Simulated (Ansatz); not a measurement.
# NaSrH3 (model cell, started as cubic perovskite with Sr in the octahedra): following an unstable mode

Wanted: the energy along a soft mode of NaSrH3 (model cell, started as cubic perovskite with Sr in the octahedra) and the structure at the end.

Main program and level: Ansatz 0.2.0; DFT PBEsol, scalar-relativistic, plane waves, PAW; PAW set soft_1.

This is a report of a sequence of runs, with most program output left out.

The structure was built from a prototype and need not be the compound's stable phase.

### 1. Starting point

Symmetry: Pm-3m, No. 221, cubic system. Conventional cell: a = 4.642 Å, b = 4.642 Å, c = 4.642 Å, α = 90.00°, β = 90.00°, γ = 90.00°. Na has 12 H at 3.28 Å nearest. Sr has 6 H at 2.32 Å nearest. H has 2 Sr at 2.32 Å nearest. Farther neighbours are not listed.

### 2. Phonons on a q mesh

The cell comes from relaxations at this level that are not shown. Stability and thermal properties need the whole zone. Linear response on a 4×4×4 q mesh gives force constants as far as a supercell of that size would, and the tensors from the zone-centre run are typed in so that the long-range dipole term is interpolated apart.

File input.yaml:

```yaml
crystal:
  lattice:
    - [4.6424375156, 0.0, 0.0]
    - [0.0, 4.6424375156, 0.0]
    - [0.0, 0.0, 4.6424375156]
  atoms:
    - { symbol: Na, position: [0.0, 0.0, 0.0] }
    - { symbol: Sr, position: [0.5, 0.5, 0.5] }
    - { symbol: H, position: [0.5, 0.5, 0.0] }
    - { symbol: H, position: [0.5, 0.0, 0.5] }
    - { symbol: H, position: [0.0, 0.5, 0.5] }
kpoints:
  mp_grid: { grid: [8, 8, 8] }
hamiltonian:
  xc: pbesol
  pseudopotentials: { kind: paw, azcp: { folder: soft_1 }, xc_functional: pbe }
scf:
  occupations: { method: fixed }
output:
  eigenvalues: true
phonons:
  method: dfpt
  qmesh: [4, 4, 4]
  temperatures: { t_max: 1000, t_step: 50 }
  qpath:
    path:
      - [[0.0, 0.0, 0.0], [0.0, 0.5, 0.0], [0.5, 0.5, 0.0], [0.0, 0.0, 0.0], [0.5, 0.5, 0.5], [0.0, 0.5, 0.0]]
      - [[0.5, 0.5, 0.5], [0.5, 0.5, 0.0]]
    npoints: 10
  non_analytic_term:
    high_frequency_dielectric_tensor: [[3.5554, 0.0, 0.0], [0.0, 3.5554, 0.0], [0.0, 0.0, 3.5554]]
    born_effective_charges:
      - { species: Na, tensor: [[1.3275, 0.0, 0.0], [0.0, 1.3275, 0.0], [0.0, 0.0, 1.3275]] }
      - { species: Sr, tensor: [[1.6354, 0.0, 0.0], [0.0, 1.6354, 0.0], [0.0, 0.0, 1.6354]] }
      - { species: H, tensor: [[-0.9645, 0.0, 0.0], [0.0, -0.9645, 0.0], [0.0, 0.0, -1.0338]] }
      - { species: H, tensor: [[-0.9645, 0.0, 0.0], [0.0, -1.0338, 0.0], [0.0, 0.0, -0.9645]] }
      - { species: H, tensor: [[-1.0338, 0.0, 0.0], [0.0, -0.9645, 0.0], [0.0, 0.0, -0.9645]] }
    source: "zone-centre run at this cell"
```

On the command line:

```
> ansatz run input.yaml --threads 4 --pin off --max-ram 16384MiB --backend cpu --events-out ev --progress --plain --runs-dir out
```

The job ended after 5.3 min (4 threads of Arm Neoverse V2, shared host; peak memory 1.7 GiB; 21 min of CPU time).

This step gave:

* gap on the k-mesh: 1.810 eV
* volume per atom: 20.01 Å³
* sum-rule residual before enforcement: 9.55e-5 eV/Å²
* lowest frequency on the path: -493.5 cm⁻¹
* point group: m-3m
* highest frequency on the path or at a solved wavevector: 1354 cm⁻¹
* highest optical mode at the zone centre (no LO-TO term): 1233 cm⁻¹
* lowest optical zone-centre mode: -346.4 cm⁻¹
* lowest mode on the q mesh (acoustic modes at Γ apart): -493.6 cm⁻¹

Frequencies (cm⁻¹) solved at each irreducible wavevector; negative means imaginary. Frequencies by wavevector, by row:

```csv
q in reciprocal lattice units,star,mode 1,mode 2,mode 3,mode 4,mode 13,mode 14,mode 15
0 0 0,1,-346.4,-346.4,-346.4,-277.5,1233,1233,1233
0 0 0.25,6,-320.9,-320.9,-276.9,-251.2,1232,1232,1309
0 0 -0.5,3,-312.5,-312.5,-208.2,-208.2,1232,1232,1323
0 0.25 0.25,12,-401.5,-267.3,-239.1,-234.1,1232,1246,1317
0 0.25 -0.5,12,-422.4,-244.2,-232.3,-191.6,1232,1249,1329
0 -0.5 -0.5,3,-487.3,-204,-204,-159,1231,1259,1339
0.25 0.25 0.25,8,-423,-381.7,-381.7,-134,1245,1245,1324
0.25 0.25 -0.5,12,-440.4,-398.4,-398.3,-140.9,1244,1251,1335
0.25 -0.5 -0.5,6,-490.4,-423,-423,-132.6,1247,1259,1345
-0.5 -0.5 -0.5,1,-493.6,-493.6,-493.6,-129.4,1258,1258,1354
```

Interpolated from a 4×4×4 q mesh, with the LO-TO term (at Γ the limit along the path; where Γ stands inside the path, tables give the limit on arrival). The phonon branches at the labelled points (cm⁻¹):

```csv
point,branch 1,branch 2,branch 3,branch 4,branch 12,branch 13,branch 14,branch 15
Γ,-346,-346,-346,-278,455,1233,1233,1296
halfway,-321,-321,-277,-251,473,1232,1232,1309
X,-312,-312,-208,-208,491,1232,1232,1323
halfway,-422,-244,-232,-192,508,1232,1249,1329
M,-487,-204,-204,-159,526,1231,1259,1339
halfway,-402,-267,-239,-234,490,1232,1246,1317
Γ,-346,-346,-346,-278,455,1233,1233,1296
halfway,-423,-382,-382,-134,494,1245,1245,1324
R,-494,-494,-494,-129,515,1258,1258,1354
halfway,-440,-398,-398,-141,508,1244,1251,1335
X,-312,-312,-208,-208,491,1232,1232,1323
jump to R,-494,-494,-494,-129,515,1258,1258,1354
halfway,-490,-423,-423,-133,520,1247,1259,1345
M,-487,-204,-204,-159,526,1231,1259,1339
```

Symmetry leaves 10 wavevectors to solve. The lowest mode among them, the acoustic zeros apart, lies at q = (-0.5, -0.5, -0.5) and is imaginary, 493.6i cm⁻¹, so the energy falls along it.

### 3. The mode frozen in, largest atomic shift 0 Å

The mode followed lies at q = (0.25, -0.5, -0.5) with frequency 490.4i cm⁻¹, one of the unstable modes though not the softest. At small amplitude the distorted cell has space group no. 140 by a symmetry search on the positions. The undistorted cell that holds it gives the zero of energy on the same k mesh.

System of this step: NaSrH3 (model cell, started as cubic perovskite with Sr in the octahedra). Symmetry: Pm-3m, No. 221, cubic system. Conventional cell: a = 4.642 Å, b = 4.642 Å, c = 4.642 Å, α = 90.00°, β = 90.00°, γ = 90.00°. Nearest to Na lie 12 H at 3.28 Å. Sr has 6 H at 2.32 Å nearest. Nearest to H lie 2 Sr at 2.32 Å. Nearest to H lie 2 Sr at 2.32 Å. Farther neighbours are not listed.

File input.yaml:

```yaml
crystal:
  lattice:
    - [0.0, -4.6424375156, -4.6424375156]
    - [0.0, -4.6424375156, 4.6424375156]
    - [-9.2848750312, -4.6424375156, 0.0]
  atoms:
    - { symbol: Na, position: [0.0, 0.0, 0.0] }
    - { symbol: Na, position: [0.5, 0.5, 0.0] }
    - { symbol: Na, position: [0.75, 0.75, 0.5] }
    - { symbol: Na, position: [0.25, 0.25, 0.5] }
    - { symbol: Sr, position: [0.375, 0.875, 0.25] }
    - { symbol: Sr, position: [0.875, 0.375, 0.25] }
    - { symbol: Sr, position: [0.125, 0.625, 0.75] }
    - { symbol: Sr, position: [0.625, 0.125, 0.75] }
    - { symbol: H, position: [0.125, 0.125, 0.25] }
    - { symbol: H, position: [0.625, 0.625, 0.25] }
    - { symbol: H, position: [0.875, 0.875, 0.75] }
    - { symbol: H, position: [0.375, 0.375, 0.75] }
    - { symbol: H, position: [0.125, 0.625, 0.25] }
    - { symbol: H, position: [0.625, 0.125, 0.25] }
    - { symbol: H, position: [0.875, 0.375, 0.75] }
    - { symbol: H, position: [0.375, 0.875, 0.75] }
    - { symbol: H, position: [0.25, 0.75, 0.5] }
    - { symbol: H, position: [0.75, 0.25, 0.5] }
    - { symbol: H, position: [0.0, 0.5, 1.0] }
    - { symbol: H, position: [0.5, 0.0, 1.0] }
kpoints:
  mp_grid: { grid: [4, 4, 4] }
hamiltonian:
  xc: pbesol
  pseudopotentials: { kind: paw, azcp: { folder: soft_1 }, xc_functional: pbe }
scf:
  occupations: { method: gaussian, width: 0.02 }
output:
  forces: true
  stress: true
  eigenvalues: true
```

Run time: 4.4 s. Hardware: 4 threads; peak memory 0.93 GiB; 17 s of CPU time.

This step gave:

```yaml
pressure: -0.005419 GPa
energy_from_the_undistorted_cell: 0 meV/atom
```

At this level the gap is 1.81 eV on the k-mesh of the self-consistent run, which can miss the band edges.

### 4. The mode frozen in, largest atomic shift 0.6 Å

The atoms are moved along the unstable eigenvector, the largest shift by 0.6 Å, with the cell fixed.

input.yaml: that of step 3 with these lines changed.

```diff
@@ -14,10 +14,10 @@
     - { symbol: Sr, position: [0.625, 0.125, 0.75] }
-    - { symbol: H, position: [0.125, 0.125, 0.25] }
-    - { symbol: H, position: [0.625, 0.625, 0.25] }
-    - { symbol: H, position: [0.875, 0.875, 0.75] }
-    - { symbol: H, position: [0.375, 0.375, 0.75] }
-    - { symbol: H, position: [0.125, 0.625, 0.25] }
-    - { symbol: H, position: [0.625, 0.125, 0.25] }
-    - { symbol: H, position: [0.875, 0.375, 0.75] }
-    - { symbol: H, position: [0.375, 0.875, 0.75] }
+    - { symbol: H, position: [0.1896212252, 0.1896212252, 0.25] }
+    - { symbol: H, position: [0.5603787748, 0.5603787748, 0.25] }
+    - { symbol: H, position: [0.8103787748, 0.8103787748, 0.75] }
+    - { symbol: H, position: [0.4396212252, 0.4396212252, 0.75] }
+    - { symbol: H, position: [0.0603787748, 0.6896212252, 0.25] }
+    - { symbol: H, position: [0.6896212252, 0.0603787748, 0.25] }
+    - { symbol: H, position: [0.9396212252, 0.3103787748, 0.75] }
+    - { symbol: H, position: [0.3103787748, 0.9396212252, 0.75] }
     - { symbol: H, position: [0.25, 0.75, 0.5] }
```

Run time: 4.4 s. Hardware: 4 threads; peak memory 0.93 GiB; 17 s of CPU time.

This step gave:

```yaml
pressure: -0.9385 GPa
gap_on_the_k_mesh: 1.786 eV
energy_from_the_undistorted_cell: -43.65 meV/atom
```

The energy, extrapolated to zero smearing, is -43.65 meV/atom against the undistorted cell.

The run ends at a pressure of -0.94 GPa, with forces up to 0.21 eV/Å.

### 5. Energy along the mode, all amplitudes (two of the runs are shown above)

An imaginary frequency means negative curvature, so the energy should fall and then rise again as anharmonic terms take over.

Numbers from this step:

```yaml
depth_at_the_lowest_point_sampled: 43.65 meV/atom
largest_atomic_shift_at_that_point: 0.6 Å
```

Energy from the parent against largest atomic shift:

```csv
largest atomic shift (Å),energy from the parent (meV/atom)
0.000,0
0.040,-0.285
0.080,-1.13
0.140,-3.43
0.220,-8.21
0.320,-16.4
0.450,-29.2
0.600,-43.6
```

Displacement at unit largest shift by atom:

```csv
atom,x (Å),y (Å),z (Å),size
Na1,0.00,0.00,0.00,0.00
Na2,0.00,0.00,0.00,0.00
Na3,0.00,0.00,0.00,0.00
Na4,0.00,0.00,0.00,0.00
Sr5,0.00,0.00,0.00,0.00
Sr6,0.00,0.00,0.00,0.00
Sr7,0.00,0.00,0.00,0.00
Sr8,0.00,0.00,0.00,0.00
H9,0.00,-1.00,0.00,1.00
H10,0.00,1.00,0.00,1.00
H11,0.00,1.00,0.00,1.00
H12,0.00,-1.00,0.00,1.00
H13,0.00,0.00,1.00,1.00
H14,0.00,0.00,-1.00,1.00
H15,0.00,0.00,-1.00,1.00
H16,0.00,0.00,1.00,1.00
H17,0.00,0.00,0.00,0.00
H18,0.00,0.00,0.00,0.00
H19,0.00,0.00,0.00,0.00
H20,0.00,0.00,0.00,0.00
```

The lowest of the steps tried is the last one, at 0.6 Å, 43.6 meV/atom below the parent; the bottom of the well need not coincide with a step.

### 6. Relaxing from the distorted cell

Starting from the lowest point found, all atoms and the cell are let go, so that strain and other modes of the same symmetry can join in.

input.yaml: that of step 4 with these lines changed.

```diff
@@ -32,3 +32,3 @@
 scf:
-  occupations: { method: gaussian, width: 0.02 }
+  occupations: { method: fixed }
 output:
@@ -37 +37,10 @@
   eigenvalues: true
+  write_density: true
+  write_potential: true
+  elf: true
+  volumetric_format: npy
+relax:
+  adjacent_minimum: "off"
+  f_tol: 0.002
+  max_steps: 120
+  cell: { stress_tol: 0.03 }
```

The job ended after 36 s (4 threads; peak memory 0.95 GiB).

Relaxation path:

```csv
step,energy less that of the first step (eV),largest force component (eV/Å),pressure (GPa),volume (Å³)
1,0.0000,0.2147,-0.94,400.22
2,-0.3356,0.0883,-0.54,382.39
3,-0.3721,0.0749,0.27,363.86
4,-0.3877,0.0296,0.19,367.94
5,-0.3892,0.0138,-0.12,371.66
6,-0.3903,0.0001,0.00,369.99
7*,-0.3842,0.0002,-0.02,369.99
```

Relaxation steps marked * repeat the geometry before them on a plane-wave basis chosen anew for their cell, so energy and pressure can jump there.

The run keeps the 16 symmetry operations that it works with, so distortions that break them were not tested.

```csv
"conventional cell, symmetrised",before,after,change
a (Å),6.565,6.364,-3.1 %
b (Å),6.565,6.364,-3.1 %
c (Å),18.570,18.269,-1.6 %
volume (Å³/atom),20.01,18.50,-7.6 %
```

The atoms that moved most (Å, as changes of fractional coordinates times the final cell):

```csv
atom,dx,dy,dz,length
H12,0.004,-0.269,0.000,0.269
H16,0.004,0.000,0.269,0.269
H13,-0.004,0.000,0.269,0.269
H9,-0.004,-0.269,0.000,0.269
H15,0.004,0.000,-0.269,0.269
H14,-0.004,0.000,-0.269,0.269
H10,-0.004,0.269,0.000,0.269
H11,0.004,0.269,0.000,0.269
```

Final coordinates:

```xyz
20
Lattice="0.0000 -4.5002 -4.5002 0.0000 -4.5002 4.5002 -9.1347 -4.5002 0.0000" Properties=species:S:1:pos:R:3 pbc="T T T"
Na    0.0000    0.0000    0.0000
Na    0.0000   -4.5002    0.0000
Na   -4.5673   -9.0004    0.0000
Na   -4.5673   -4.5002    0.0000
Sr   -2.2857   -6.7503    2.2501
Sr   -2.2857   -6.7503   -2.2501
Sr   -6.8490   -6.7503    2.2501
Sr   -6.8490   -6.7503   -2.2501
H    -2.2880   -3.1011    0.0000
H    -2.2880   -5.8994    0.0000
H    -6.8467  -10.3996    0.0000
H    -6.8467   -7.6013    0.0000
H    -2.2880   -4.5002    3.1011
H    -2.2880   -4.5002   -3.1011
H    -6.8467   -9.0004   -3.1011
H    -6.8467   -9.0004    3.1011
H    -4.5673   -6.7503    2.2501
H    -4.5673   -6.7503   -2.2501
H    -9.1347   -6.7503    2.2501
H    -9.1347   -6.7503   -2.2501
```

This step gave:

```yaml
pressure: -0.02049 GPa
gap_on_the_k_mesh: 1.441 eV
volume_per_atom: 18.50 Å³
```

Valence density in the ac plane of the conventional cell at fractional y = 0.000, with atoms of Na and Sr and H within 0.2 Å of it. It is the smooth field of the valence electrons, not physical close to the nuclei.

Ten steps, logarithmic in the rise over the least value, from '0' (0 e/Å³) to '9' (12 e/Å³), each cell a mean:
```
321000048861000023
331000000000000123
664200000000001356
664100000000001356
321000001100000012
431000159972000123
321000048861000023
331000000000000123
664200000000001356
664100000000001356
321000001100000012
431000159972000123
321000048861000023
331000000000000123
664200000000001356
664100000000001356
321000001100000012
431000159972000123
321000048861000023
331000000000000123
664200000000001356
664100000000001356
321000001100000012
431000159972000123
```
Columns run along a (6.4 Å), rows up along c (18.3 Å), edges of the conventional cell, whose origin can differ from the input's. Atoms in or near the plane, at fractional coordinates: Na at (0.50, 0.50), Na at (0.50, 0.00), Na at (0.50, 0.75), Na at (0.50, 0.25), Sr at (0.00, 0.63), Sr at (0.00, 0.13), Sr at (0.00, 0.87), Sr at (0.00, 0.37), H at (0.00, 0.75), H at (0.00, 0.25), H at (0.00, 0.00), H at (0.00, 0.50).

Electrostatic potential energy in the ac plane of the conventional cell at fractional y = 0.000, with atoms of Na and Sr and H within 0.2 Å of it. With pseudopotentials it is smooth inside the atoms' cores, unlike the true potential.

Values in eV, 13 rows by 16 columns, each cell a mean:
```
 -7   0   4   5   5   3  -3 -20 -26  -9   2   4   5   4   2  -4
-91 -61 -12   1   5   6   7   7   7   7   7   6   3  -5 -36 -85
 -9  -2   2   4   5   4   1  -9 -13  -3   3   5   5   3   0  -7
-11   1   5   5   4   2  -9 -40 -50 -21   0   4   5   5   4  -6
-71 -49  -9   1   5   6   6   6   6   6   6   5   3  -3 -30 -66
-31 -17  -2   3   5   5   4   3   2   4   5   5   4   1  -9 -27
-13   2   6   6   4   1 -11 -51 -63 -26  -1   3   5   6   5  -6
-44 -27  -4   2   5   5   5   4   4   5   5   5   4  -1 -15 -40
-58 -39  -7   2   5   6   6   6   5   6   6   5   3  -2 -23 -54
-12   2   6   6   4   2 -10 -47 -59 -25  -1   4   5   6   5  -6
-18  -8   1   4   5   4   3  -2  -4   1   4   5   4   2  -3 -15
-83 -57 -11   1   5   6   7   7   7   7   7   6   3  -4 -34 -78
 -9   1   5   5   5   3  -6 -30 -38 -15   1   4   5   5   3  -5
```
Columns run along a (6.4 Å; values clipped at the 3rd and 97th percentile), rows up along c (18.3 Å), edges of the conventional cell, whose origin can differ from the input's. Atoms in or near the plane, at fractional coordinates: Na at (0.50, 0.50), Na at (0.50, 0.00), Na at (0.50, 0.75), Na at (0.50, 0.25), Sr at (0.00, 0.63), Sr at (0.00, 0.13), Sr at (0.00, 0.87), Sr at (0.00, 0.37), H at (0.00, 0.75), H at (0.00, 0.25), H at (0.00, 0.00), H at (0.00, 0.50).

ELF in the ac plane of the conventional cell at fractional y = 0.000, with atoms of Na and Sr and H within 0.2 Å of it. It is the smooth field of the valence electrons, not physical close to the nuclei.

Ten even steps from '0' (0.22 × 1e-1) to '9' (9.66 × 1e-1), each cell a mean:
```
887510034441003688
542001210001200134
477315752137721585
687214751136621487
431000000100100124
999610045452004899
887510034441003688
542001210001200134
477315751137721585
676214741136621476
431001100100100124
999610044452004899
887510034441003688
542001210001200134
477315751137721585
687214751136621487
431000000100100124
999610045452004899
887510034441003688
542001210001200134
477315752137721585
676214741136621476
431000000100100124
999610044452004899
```
Columns run along a (6.4 Å), rows up along c (18.3 Å), edges of the conventional cell, whose origin can differ from the input's. Atoms in or near the plane, at fractional coordinates: Na at (0.50, 0.50), Na at (0.50, 0.00), Na at (0.50, 0.75), Na at (0.50, 0.25), Sr at (0.00, 0.63), Sr at (0.00, 0.13), Sr at (0.00, 0.87), Sr at (0.00, 0.37), H at (0.00, 0.75), H at (0.00, 0.25), H at (0.00, 0.00), H at (0.00, 0.50).

The distorted start has space group I4/mcm; the relaxation ends in I4/mcm.

### 7. The phases reached

The phases reached along the modes that were followed are set side by side.

Energies are those of the first relaxation, on the mesh of the frozen mode; space group, volume and gap are those of the last relaxation. Phases, by row:

```csv
mode frozen in,space group,energy from parent (meV/atom),volume (Å³/atom),gap on mesh (eV),lowest zone-centre optical mode (cm⁻¹),largest shift (Å)
parent,Pm-3m,0,20.01,1.81,–,–
"q = (-0.5, -0.5, -0.5), 494i cm⁻¹",I4/mcm,-63.34,18.48,1.455,-491.9,0.851
"q = (-0.5, -0.5, -0.5), 494i cm⁻¹",R-3c,-135.2,17.97,2.602,-263.3,0.91
"q = (-0.5, -0.5, -0.5), 494i cm⁻¹",Imma,-127.2,17.68,1.754,-149.2,1.087
"q = (0.25, -0.5, -0.5), 490i cm⁻¹",I4/mcm,-62.86,18.5,1.441,–,0.851
```

### 8. Summary of results

```yaml
unstable_mode_of_the_parent: q = (0.25, -0.5, -0.5), 490i cm⁻¹
depth_at_the_lowest_point_sampled: 43.6 meV/atom
largest_atomic_shift_at_that_point: 0.6 Å
space_group_reached_within_0p01_a: I4/mcm
energy_gained_over_the_parent_first_relaxation_on_the_mesh_of_the_frozen_mode: 62.9 meV/atom
volume_per_atom_phase_reached: 18.5 Å³
gap_on_the_k_mesh_phase_reached: 1.44 eV
```

In words: Along this mode the structure falls into I4/mcm, 62.9 meV/atom below the parent. At the parent's cell the well is 43.65 meV/atom deep on the steps tried, with its lowest point at a shift of 0.6 Å. That is the last step tried, so the steps alone don't bracket the bottom of the well. Relaxing atoms and cell changes the gain by +19.21 meV/atom against the lowest step (energies at zero smearing). The modes of the phase reached were not computed on this path. Of the 4 patterns followed to their end from this parent, this one ends 72.4 meV/atom above the lowest, R-3c. Another end point lies within 1 meV/atom; how such a difference moves with mesh and cutoff was not tested. Each path keeps the symmetry of its pattern, so a lower phase may lie along a pattern not tried. The PAW files were made for PBE and serve the other functionals too. The starting cell was built on a prototype and not taken from a measurement, so the phase need not exist.

[Logs are printed without paths, hosts, clocks, repeated set-up lines and the standing remarks that a program may print on its own settings, such as how far it seeks lower states.]

[Hosts, paths, dates, database ids (printed as entryN), source tags and the programs' standing remarks are cut or masked in the printed files.]
